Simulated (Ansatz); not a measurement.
# SiC wire along [110], 8 atoms a period, H-terminated: bands by functional and under strain, part 2 of 3

Wanted: the relaxed geometry and the bands of the SiC wire along [110], 8 atoms a period, H-terminated.

Ansatz 0.2.0; DFT PBE, plane waves, PAW; relaxation of a wire's period; PAW set soft_1 (the session's first sound run).

So far. Step 2 (The relaxed wire): The cell's length comes to 3.123 Å with spin left out.

## Step 3: The perfect wire

This step: DFT PBE, plane waves, PAW; bands of a perfect wire; PAW set soft_1 (Ansatz 0.2.0).

At the relaxed period the bands are computed along the axis; those that cross an energy going forward count the channels that a perfect wire would open there.

The input, input.yaml:

```yaml
crystal:
  lattice:
    - [13.77, 0.0, 0.0]
    - [0.0, 12.298, 0.0]
    - [0.0, 0.0, 3.12325053]
  atoms:
    - { symbol: C, position: [0.388050516, 0.499984861, 0.0] }
    - { symbol: H, position: [0.406372524, 0.724886939, 0.0] }
    - { symbol: Si, position: [0.468968891, 0.624898796, 0.0] }
    - { symbol: Si, position: [0.468968891, 0.375070926, 0.0] }
    - { symbol: C, position: [0.705947135, 0.499984861, 0.0] }
    - { symbol: H, position: [0.753695758, 0.571958477, 0.0] }
    - { symbol: H, position: [0.753695758, 0.428011245, 0.0] }
    - { symbol: H, position: [0.245995454, 0.598369488, 0.5] }
    - { symbol: H, position: [0.245995454, 0.401600234, 0.5] }
    - { symbol: Si, position: [0.310330618, 0.499984861, 0.5] }
    - { symbol: C, position: [0.546331611, 0.622990244, 0.5] }
    - { symbol: C, position: [0.546331611, 0.376979478, 0.5] }
    - { symbol: H, position: [0.591229374, 0.697504142, 0.5] }
    - { symbol: H, position: [0.591229374, 0.30246558, 0.5] }
    - { symbol: Si, position: [0.629379783, 0.499984861, 0.5] }
    - { symbol: H, position: [0.406372524, 0.275082783, 0.0] }
kpoints:
  mp_grid: { grid: [1, 1, 26] }
  band_path: { path: ["Γ", Z], npoints: 90 }
scf:
  occupations: { method: fermi_dirac, width: 0.05 }
hamiltonian:
  xc: pbe
  pseudopotentials: { kind: paw, azcp: { folder: soft_1 } }
output:
  dos: { e_range: [-5, 4] }
  write_potential: true
  write_density: true
  volumetric_format: npy
```

On the command line:

```sh
$ ansatz run input.yaml --threads 4 --pin off --max-ram 16384MiB --backend cpu --events-out ev --progress --plain --runs-dir out
```

Numbers of over 12 decimals in the logs are rounded to 6 here.

What it wrote:

```text
[...]
Crystal: 16 atoms, lattice volume = 528.902 Å³
Basis set: ecut = 420 eV, 10337 PW (Γ)
Bands: 36, of which v1, the nominal top of the filled ones, is band 20 counted from 1 (19 counted from 0)
Symmetry: 4 space group operations
[...]
k-points: 14 of 26
[...]
SCF iter   1: F=—  HF=-3686.598937 eV  |F-HF|=—  |Δ(HF+E_count)|=         —  Δρ=6.96e-2  dr2=3.27e1  ethr=3.10e-3  ⟨swp⟩=9.2  Hψ=3315  notcnv=0  defer=42
[...]
SCF iter  10: F=-3676.098879 eV  HF=-3676.098879 eV  |F-HF|=2.38e-9  |Δ(HF+E_count)|=   8.68e-8  Δρ=1.71e-6  dr2=1.59e-8  ethr=2.50e-10  ⟨swp⟩=20.0  Hψ=4099  notcnv=0
SCF 1 converged in 10 iterations: F = -3676.098879 eV  dr2 = 1.59e-8
[...]
NSCF: frozen V_eff on 91 k-points
WARN: The output density's exchange-correlation potential varies sharply where the density is thin. Do not read a vacuum level from v_tot or v_xc, or from such a field of the output density. On a cell that repeats whose density bears no net charge and no dipole along the vacuum's axis use v_es (v_loc + v_h of the components); under efield.dipole_correction with no amplitude use v_es + v_field, which holds any externa [...]
SCF converged after 10 iterations
Free energy (F): -3676.098879 eV
[...]
Internal energy: -3676.098879 eV  (E = F + TS)
E sigma→0 (E₀):  -3676.098879 eV
Fermi energy:    -1.154304 eV
[...]
--- Band table (eV; the first three rows and the last of 14) ---
  k-point 0: bands = [... 16 lower, -3.8596, -3.8494, -3.6216, -2.9655, 0.6562, 1.4505, 1.8059, 2.0827, ... 12 higher]
  k-point 1: bands = [... 16 lower, -4.0118, -3.7824, -3.7051, -3.0443, 0.7373, 1.4775, 1.8527, 2.1049, ... 12 higher]
  k-point 2: bands = [... 16 lower, -4.1567, -3.9103, -3.7787, -3.2530, 0.9407, 1.5538, 1.9820, 2.1690, ... 12 higher]
  k-point 13: bands = [... 16 lower, -4.9581, -4.9455, -4.8995, -4.4515, 1.1767, 1.2437, 2.4625, 2.7898, ... 12 higher]
```

The job ended after 38 s (4 threads of Arm Neoverse V1, shared host; peak memory 1.3 GiB; 2.5 min of CPU time).

Numbers from this step:

- band gap: 3.622 eV

Electronic bands along the path, in eV, zero at the Fermi level:

| point | band 17 | band 18 | band 19 | band 20 | band 21 | band 22 | band 23 | band 24 |
| --- | --- | --- | --- | --- | --- | --- | --- | --- |
| Γ | -2.71 | -2.70 | -2.47 | -1.81 | 1.81 | 2.60 | 2.96 | 3.24 |
| halfway | -3.33 | -3.18 | -2.95 | -2.88 | 2.98 | 3.33 | 3.37 | 3.71 |
| Z | -3.80 | -3.79 | -3.75 | -3.30 | 2.33 | 2.40 | 3.62 | 3.94 |

The gap is 3.62 eV, with spin left out.

On this path the gap is direct, 3.62 eV, with the valence top at Γ and the conduction bottom at Γ.

## Step 4: Another level of theory, cutoff 500 eV, k-mesh 1×1×20

This step: DFT r2SCAN, plane waves, PAW; bands of a perfect wire at the PBE geometry; PAW set soft_1 (Ansatz 0.2.0).

The atoms stay at the PBE geometry and the functional changes. r2SCAN also reads the kinetic-energy density; it often gives larger moments and wider gaps than PBE, at a higher cost. Against the first PBE run of this kind, the cutoff is 500 eV against 420 and the mesh along the wire has 20 points against 26.

input.yaml: that of step 3 with these lines changed.

```diff
@@ -23,3 +23,3 @@
 kpoints:
-  mp_grid: { grid: [1, 1, 26] }
+  mp_grid: { grid: [1, 1, 20] }
   band_path: { path: ["Γ", Z], npoints: 90 }
@@ -28,8 +28,3 @@
 hamiltonian:
-  xc: pbe
+  xc: r2scan
   pseudopotentials: { kind: paw, azcp: { folder: soft_1 } }
-output:
-  dos: { e_range: [-5, 4] }
-  write_potential: true
-  write_density: true
-  volumetric_format: npy
```

What it wrote:

```text
[...]
Crystal: 16 atoms, lattice volume = 528.902 Å³
Basis set: ecut = 500 eV, 13453 PW (Γ), exchange–correlation on 432×360×96 points (64 copies of the dense FFT grid, shifted against one another)
Bands: 36, of which v1, the nominal top of the filled ones, is band 20 counted from 1 (19 counted from 0)
Symmetry: 4 space group operations
[...]
k-points: 11 of 20
[...]
SCF iter   1: F=—  HF=-3701.421922 eV  |F-HF|=—  |Δ(HF+E_count)|=         —  Δρ=6.66e-2  dr2=2.98e1  dr2_τ=2.56e0  ethr=3.10e-3  ⟨swp⟩=9.4  Hψ=2702  notcnv=0  defer=41
[...]
SCF iter  10: F=-3693.079335 eV  HF=-3693.079335 eV  |F-HF|=1.31e-8  |Δ(HF+E_count)|=   6.59e-8  Δρ=9.45e-7  dr2=3.83e-9  dr2_τ=3.13e-10  ethr=2.50e-10  ⟨swp⟩=5.8  Hψ=1326  notcnv=0
SCF 1 converged in 10 iterations: F = -3693.079335 eV  dr2 = 3.83e-9
[...]
SCF converged after 10 iterations
Free energy (F): -3693.079335 eV
[...]
Internal energy: -3693.079335 eV  (E = F + TS)
E sigma→0 (E₀):  -3693.079335 eV
Fermi energy:    -1.129552 eV
[...]
--- Band table (eV; the first three rows and the last of 11) ---
  k-point 0: bands = [... 16 lower, -4.1041, -4.0880, -3.8538, -3.1635, 0.9034, 1.9815, 2.3167, 2.7124, ... 12 higher]
  k-point 1: bands = [... 16 lower, -4.3207, -4.0141, -3.9947, -3.2970, 1.0462, 2.0283, 2.4033, 2.7553, ... 12 higher]
  k-point 2: bands = [... 16 lower, -4.4689, -4.2673, -4.0494, -3.6196, 1.3791, 2.1457, 2.6221, 2.8679, ... 12 higher]
  k-point 10: bands = [... 16 lower, -5.2594, -5.2366, -5.1980, -4.7493, 1.4265, 1.4587, 2.7603, 3.1195, ... 12 higher]
```

Run time: 71 s. Hardware: 4 threads; peak memory 2.2 GiB.

This step gave:

| Quantity | Value |
| --- | --- |
| band gap | 4.067 eV |

Electronic bands along the path, in eV, zero at the Fermi level:

| point | band 17 | band 18 | band 19 | band 20 | band 21 | band 22 | band 23 | band 24 |
| --- | --- | --- | --- | --- | --- | --- | --- | --- |
| Γ | -2.97 | -2.96 | -2.72 | -2.03 | 2.03 | 3.11 | 3.45 | 3.84 |
| halfway | -3.64 | -3.47 | -3.25 | -3.16 | 3.39 | 3.59 | 3.67 | 4.14 |
| Z | -4.13 | -4.11 | -4.07 | -3.62 | 2.56 | 2.59 | 3.89 | 4.25 |

The gap is 4.07 eV, against 3.62 eV under PBE at the relaxed period.

## Step 5: Levels at the same atoms, level HSE06, cutoff 420 eV

This step: DFT HSE06, plane waves, PAW; levels of a perfect wire at the PBE geometry; PAW set soft_1 (Ansatz 0.2.0).

The atoms stay at the PBE geometry and the functional changes. HSE06 mixes in a quarter of short-range exact exchange, which removes part of the self-interaction that closes gaps; it is dear, so the mesh is thinner and no path is run. Against the first PBE run of this kind, the mesh along the wire has 10 points against 26.

input.yaml: that of step 4 with these lines changed.

```diff
@@ -23,4 +23,3 @@
 kpoints:
-  mp_grid: { grid: [1, 1, 20] }
-  band_path: { path: ["Γ", Z], npoints: 90 }
+  mp_grid: { grid: [1, 1, 10] }
 scf:
@@ -28,3 +27,3 @@
 hamiltonian:
-  xc: r2scan
+  xc: hse06
   pseudopotentials: { kind: paw, azcp: { folder: soft_1 } }
```

What it wrote:

```text
[...]
Crystal: 16 atoms, lattice volume = 528.902 Å³
Basis set: ecut = 420 eV, 10337 PW (Γ)
Bands: 36, of which v1, the nominal top of the filled ones, is band 20 counted from 1 (19 counted from 0)
Symmetry: 4 space group operations
[...]
k-points: 6 of 10
[...]
SCF iter   6: F=-3676.083769 eV  HF=-3676.083995 eV  |F-HF|=2.26e-4  |Δ(HF+E_count)|=   6.28e-4  Δρ=3.80e-4  dr2=6.92e-4  ethr=1.62e-5  ⟨swp⟩=4.0  Hψ=418  notcnv=0  defer=1
[...]
Fermi energy:    -1.300934 eV
[...]
--- Band table (eV; the first three rows and the last of 6) ---
  k-point 0: bands = [... 16 lower, -4.6015, -4.5869, -4.3398, -3.6352, 1.0334]
  k-point 1: bands = [... 16 lower, -4.9858, -4.7787, -4.5400, -4.1092, 1.4360]
  k-point 2: bands = [... 16 lower, -5.1523, -4.9281, -4.8806, -4.6068, 1.9413]
  k-point 5: bands = [... 16 lower, -5.8175, -5.7910, -5.7477, -5.2666, 1.5966]
  guard bands above this table: 15 of the run's 36 bands. The solve was not asked for them (output.publish_guard_bands: true or output.eigenvalues: true publishes all)
[key lines of the parts left out:]
Free energy (F): -3678.784135 eV
```

Run time: 56 s. Hardware: 4 threads; peak memory 6.3 GiB; 3.6 min of CPU time.

This step gave:

```yaml
band_gap: 4.669 eV
```

The gap is 4.67 eV, against 3.62 eV under PBE at the relaxed period.

## Step 6: At a strained period, period over the relaxed period 1.06

This step: DFT PBE, plane waves, PAW; relaxation at a fixed period; PAW set soft_1 (Ansatz 0.2.0).

The period is set to 1.06 times the relaxed one and the atoms relax within it: strain changes bond lengths and angles, which shifts the bands against each other. Against the first PBE run of this kind, the mesh along the wire has 19 points against 26.

The cell differs from the one that the last finished run ended in (c 3.123 → 3.311 Å).

input.yaml: that of step 5 with these lines changed.

```diff
@@ -4,3 +4,3 @@
     - [0.0, 12.298, 0.0]
-    - [0.0, 0.0, 3.12325053]
+    - [0.0, 0.0, 3.3106455618]
   atoms:
@@ -23,3 +23,4 @@
 kpoints:
-  mp_grid: { grid: [1, 1, 10] }
+  mp_grid: { grid: [1, 1, 19] }
+  band_path: { path: ["Γ", Z], npoints: 90 }
 scf:
@@ -27,3 +28,8 @@
 hamiltonian:
-  xc: hse06
+  xc: pbe
   pseudopotentials: { kind: paw, azcp: { folder: soft_1 } }
+relax:
+  max_steps: 40
+  f_tol: 0.02
+output:
+  stress: true
```

What it wrote:

```text
Warning: output.stress: scf.convergence.dr2_threshold = 1e-7 eV (the SCF's general default) is looser than the 1.6e-9 eV advised for a printed stress (1e-10 eV for each atom of the cell: 16). What an SCF threshold leaves in a stress goes as its square root, and in the free energy as the threshold itself, and one threshold admits the most on a small cell: [figures from the program's tests cut] Every solve of this run  [...]
[...]
Crystal: 16 atoms, lattice volume = 560.636 Å³
Basis set: ecut = 420 eV, 11005 PW (Γ), exchange–correlation on 192×180×48 points (8 copies of the dense FFT grid, shifted against one another)
Bands: 36, of which v1, the nominal top of the filled ones, is band 20 counted from 1 (19 counted from 0)
Symmetry: 4 space group operations
[...]
k-points: 10 of 19
[...]
SCF iter   1: F=—  HF=-3685.449623 eV  |F-HF|=—  |Δ(HF+E_count)|=         —  Δρ=6.57e-2  dr2=3.12e1  ethr=3.10e-3  ⟨swp⟩=9.3  Hψ=2364  notcnv=0  defer=26
[...]
SCF iter   8: F=-3675.632769 eV  HF=-3675.632771 eV  |F-HF|=1.66e-6  |Δ(HF+E_count)|=   1.97e-5  Δρ=2.12e-5  dr2=3.76e-6  ethr=2.50e-8  ⟨swp⟩=5.1  Hψ=1164  notcnv=0
SCF 1 converged in 8 iterations: F = -3675.632769 eV  dr2 = 3.76e-6
[...]
relax step   1: F+E_penalty+E_count = -3675.63276895 eV  Δ(F+E_penalty+E_count) = +0.000e0 eV  max|allowed force component| = 6.299e-1 eV/Å  Δτ_max = 0.0000 Å  (8 SCF iters, dr2 threshold 1.00e-5 eV, accepted)
[...]
SCF iter   5: F=-3675.686356 eV  HF=-3675.686357 eV  |F-HF|=9.35e-7  |Δ(HF+E_count)|=   5.62e-6  Δρ=3.77e-5  dr2=7.78e-6  ethr=6.20e-8  ⟨swp⟩=3.7  Hψ=1270  notcnv=0
SCF 2 converged in 5 iterations: F = -3675.686356 eV  dr2 = 7.78e-6
[...]
relax step   2: F+E_penalty+E_count = -3675.68635609 eV  Δ(F+E_penalty+E_count) = -5.359e-2 eV  max|allowed force component| = 2.534e-1 eV/Å  Δτ_max = 0.0653 Å  (5 SCF iters, dr2 threshold 2.48e-5 eV, accepted)
SCF iter   1: F=—  HF=-3675.691621 eV  |F-HF|=—  |Δ(HF+E_count)|=         —  Δρ=7.66e-4  dr2=4.61e-3  ethr=6.09e-5  ⟨swp⟩=5.3  Hψ=882  notcnv=0  defer=88
[...]
SCF iter   5: F=-3675.690476 eV  HF=-3675.690476 eV  |F-HF|=5.50e-9  |Δ(HF+E_count)|=   9.83e-7  Δρ=5.91e-6  dr2=2.26e-7  ethr=1.00e-8  ⟨swp⟩=5.2  Hψ=1177  notcnv=0
SCF 3 converged in 5 iterations: F = -3675.690476 eV  dr2 = 2.26e-7
relax step   3: F+E_penalty+E_count = -3675.69047578 eV  Δ(F+E_penalty+E_count) = -4.120e-3 eV  max|allowed force component| = 3.093e-2 eV/Å  Δτ_max = 0.0087 Å  (5 SCF iters, dr2 threshold 4.01e-6 eV, accepted)
SCF iter   1: F=—  HF=-3675.690640 eV  |F-HF|=—  |Δ(HF+E_count)|=         —  Δρ=2.59e-4  dr2=3.68e-4  ethr=1.39e-5  ⟨swp⟩=3.3  Hψ=789  notcnv=0  defer=89
[...]
SCF iter   5: F=-3675.690714 eV  HF=-3675.690714 eV  |F-HF|=1.31e-8  |Δ(HF+E_count)|=   1.73e-8  Δρ=2.26e-6  dr2=3.55e-8  ethr=2.50e-10  ⟨swp⟩=5.1  Hψ=1192  notcnv=0
SCF 4 converged in 5 iterations: F = -3675.690714 eV  dr2 = 3.55e-8
relax step   4: F+E_penalty+E_count = -3675.69071383 eV  Δ(F+E_penalty+E_count) = -2.380e-4 eV  max|allowed force component| = 8.930e-3 eV/Å  Δτ_max = 0.0039 Å  (5 SCF iters, accepted)
[...]
the band table was solved once a step of the walk had ended and its energy, with any forces and stress, was formed, with the checks that follow a solve (3183 applications of the Hamiltonian). They found nothing against the state; the energy, forces and stress were not computed again (output.eigenvalues in the input reference)
[...]
SCF converged after 5 iterations
Free energy (F): -3675.690714 eV
[...]
Internal energy: -3675.690714 eV  (E = F + TS)
E sigma→0 (E₀):  -3675.690714 eV
Fermi energy:    -1.760945 eV
[...]
--- Forces (eV/Å), atoms counted from 1 ---
  atom   1  C     -0.00107831     0.00000000     0.00000000
  atom   2  H     -0.00202478    -0.00100735     0.00000000
  atom   3  Si     0.00153144     0.00650038     0.00000000
  atom   4  Si     0.00153144    -0.00650038     0.00000000
  atom   5  C     -0.00892272     0.00000000     0.00000000
  atom   6  H      0.00545232     0.00285581     0.00000000
  atom   7  H      0.00545232    -0.00285581     0.00000000
  atom   8  H     -0.00133763     0.00219919     0.00000000
  atom   9  H     -0.00133763    -0.00219919     0.00000000
  atom  10  Si    -0.00309605     0.00000000     0.00000000
  atom  11  C     -0.00405707    -0.00126242     0.00000000
  atom  12  C     -0.00405707     0.00126242     0.00000000
  atom  13  H      0.00417075     0.00122124     0.00000000
  atom  14  H      0.00417075    -0.00122124     0.00000000
  atom  15  Si     0.00573613     0.00000000     0.00000000
  atom  16  H     -0.00202478     0.00100735     0.00000000
  max |Σ_I F_I| component: 1.09e-4 eV/Å
--- Stress (GPa, compression-positive) ---
        0.007777       0.000000       0.000000
        0.000000       0.013682       0.000000
        0.000000       0.000000      -3.905714
  P = ⅓ Tr σ = -1.2948 GPa (-12.948 kbar)
--- Band table (eV; the first three rows and the last of 10) ---
  k-point 0: bands = [... 16 lower, -4.2390, -4.0687, -3.7399, -3.4946, -0.0503, 1.1238, 1.2813, 1.5047, ... 12 higher]
  k-point 1: bands = [... 16 lower, -4.2975, -4.0652, -3.7638, -3.5638, 0.1271, 1.2355, 1.3619, 1.6715, ... 12 higher]
  k-point 2: bands = [... 16 lower, -4.3190, -4.0917, -3.9236, -3.6321, 0.5778, 1.3984, 1.6582, 2.0417, ... 12 higher]
  k-point 9: bands = [... 16 lower, -5.0996, -4.7985, -4.7527, -4.6715, 1.1635, 1.2810, 2.4429, 2.9009, ... 12 higher]
--- Relaxed structure (4 steps of the walk, 4 accepted, 0 SCFs on fresh bases) ---
  F+E_penalty+E_count = -3675.69071383 eV   max|allowed force component| = 8.930e-3 eV/Å
  atoms:
    - { symbol: C, position: [0.389349, 0.499984861, 0.0] }
    - { symbol: H, position: [0.408669, 0.725707, 0.0] }
    - { symbol: Si, position: [0.470294, 0.625065, 0.0] }
    - { symbol: Si, position: [0.470294, 0.374904, 0.0] }
    - { symbol: C, position: [0.700727, 0.499984861, 0.0] }
    - { symbol: H, position: [0.749058, 0.571640, 0.0] }
    - { symbol: H, position: [0.749058, 0.428329, 0.0] }
    - { symbol: H, position: [0.251068, 0.598584, 0.5] }
    - { symbol: H, position: [0.251068, 0.401385, 0.5] }
    - { symbol: Si, position: [0.314966, 0.499984861, 0.5] }
    - { symbol: C, position: [0.544305, 0.623370, 0.5] }
    - { symbol: C, position: [0.544305, 0.376600, 0.5] }
    - { symbol: H, position: [0.589861, 0.697485, 0.5] }
    - { symbol: H, position: [0.589861, 0.302485, 0.5] }
    - { symbol: Si, position: [0.627341, 0.499984861, 0.5] }
    - { symbol: H, position: [0.408669, 0.274263, 0.0] }
```

The job ended after 46 s (4 threads; peak memory 1.4 GiB; 3 min of CPU time).

[end of part 2 of 3]

[Logs are printed without paths, hosts, clocks, repeated set-up lines and the standing remarks that a program may print on its own settings, such as how far it seeks lower states.]

[Hosts, paths, dates, database ids (printed as entryN), source tags and the programs' standing remarks are cut or masked in the printed files.]
